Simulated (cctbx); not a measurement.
## What is wrong with this refinement?

Cell a = 4.4130 Å, b = 4.4130 Å, c = 10.3100 Å, α = 90.00°, β = 90.00°, γ = 90.00°; space group I4/mmm (no. 139). The compound is CeHf2Si2.

Simulated single-crystal data (cctbx): Cu Kα, λ = 1.54184 Å, to d = 0.8 Å, 50 % of the full sphere, strongest reflection 70000 counts, noise from counting, a 4 % proportional error and a noise floor of 4 counts (s.d.); no absorption, and some extinction, which the refinements don't model.

An anisotropic refinement with weights 1/σ² prints:

```text
Rint 0.031, 79 unique reflections to 0.80 A
cycle     R1     wR2    GooF  max shift (A)
   1  0.0545  0.1848   9.173   0.00492
   2  0.0200  0.0463   2.297   0.00000
final R1 0.0200 wR2 0.0463 GooF 2.297  parameters 7  data/parameter 11.3
atom        x        y        z      Ueq    occ   su(xyz)  su(Uiso or U11)
Hf1    0.50000  0.00000  0.25000   0.0134  1.000  0.00000  0.0004
Ce1    0.00000  0.00000  0.00000   0.0083  1.000  0.00000  0.0004
Si1    0.50000  0.50000  0.12297   0.0234  1.000  0.00051  0.0013
difference map: max 1.75 min -2.93 rms 0.35
Q1    0.0000  0.0000  0.0408    4    1.76  0.42 A from Ce1
Q2    0.2436  0.2436  0.0000    8    1.08  1.52 A from Ce1
Q3    0.0000  0.0000  0.3588    4    0.99  0.19 A from Si1
Q4    0.0000  0.0000  0.4186    4    0.61  0.43 A from Si1
Q5    0.0000  0.2705  0.0901   16    0.42  1.51 A from Ce1
Q6    0.0000  0.3442  0.4438   16    0.36  1.67 A from Si1
```

Q: Accept it or mend it, and why?

Mend it. The fault: dispersion terms of the wrong wavelength (0.71073 Å). Against the right model at the same level, R1 goes from 0.0086 to 0.0200 and GooF from 0.81 to 2.30, U of Hf1 swells from 0.0099 to 0.0134 Å², U of Ce1 shrinks from 0.0112 to 0.0083 Å² and a hole of -2.9 e/Å³ opens. f′ and f″ must be those of the data's wavelength; the error mimics a mistyped heavy atom. The signs are weak, and the output alone doesn't single this fault out.

The compound is CeHf2Si2. The right model at the same level gives:

```text
Rint 0.031, 79 unique reflections to 0.80 A
cycle     R1     wR2    GooF  max shift (A)
   1  0.0124  0.0343   1.705   0.00251
   2  0.0086  0.0164   0.814   0.00000
final R1 0.0086 wR2 0.0164 GooF 0.814  parameters 7  data/parameter 11.3
atom        x        y        z      Ueq    occ   su(xyz)  su(Uiso or U11)
Hf1    0.50000  0.00000  0.25000   0.0099  1.000  0.00000  0.0001
Ce1    0.00000  0.00000  0.00000   0.0112  1.000  0.00000  0.0001
Si1    0.50000  0.50000  0.12321   0.0264  1.000  0.00018  0.0005
difference map: max 0.87 min -0.78 rms 0.18
Q1    0.2376  0.2376  0.0000    8    0.88  1.48 A from Ce1
Q2    0.0000  0.2512  0.3488   16    0.32  1.15 A from Si1
Q3    0.0000  0.1691  0.2795   16    0.27  1.25 A from Si1
Q4    0.2054  0.2054  0.1051   16    0.26  1.68 A from Ce1
Q5    0.0000  0.2917  0.4074   16    0.26  1.33 A from Si1
Q6    0.0000  0.2739  0.0910   16    0.25  1.53 A from Ce1
```

This is a model crystal, built by substitution and not relaxed, with assumed displacement parameters.

[Middle refinement cycles are left out of these outputs.]

[Logs are printed without paths, hosts, clocks, repeated set-up lines and the standing remarks that a program may print on its own settings, such as how far it seeks lower states.]
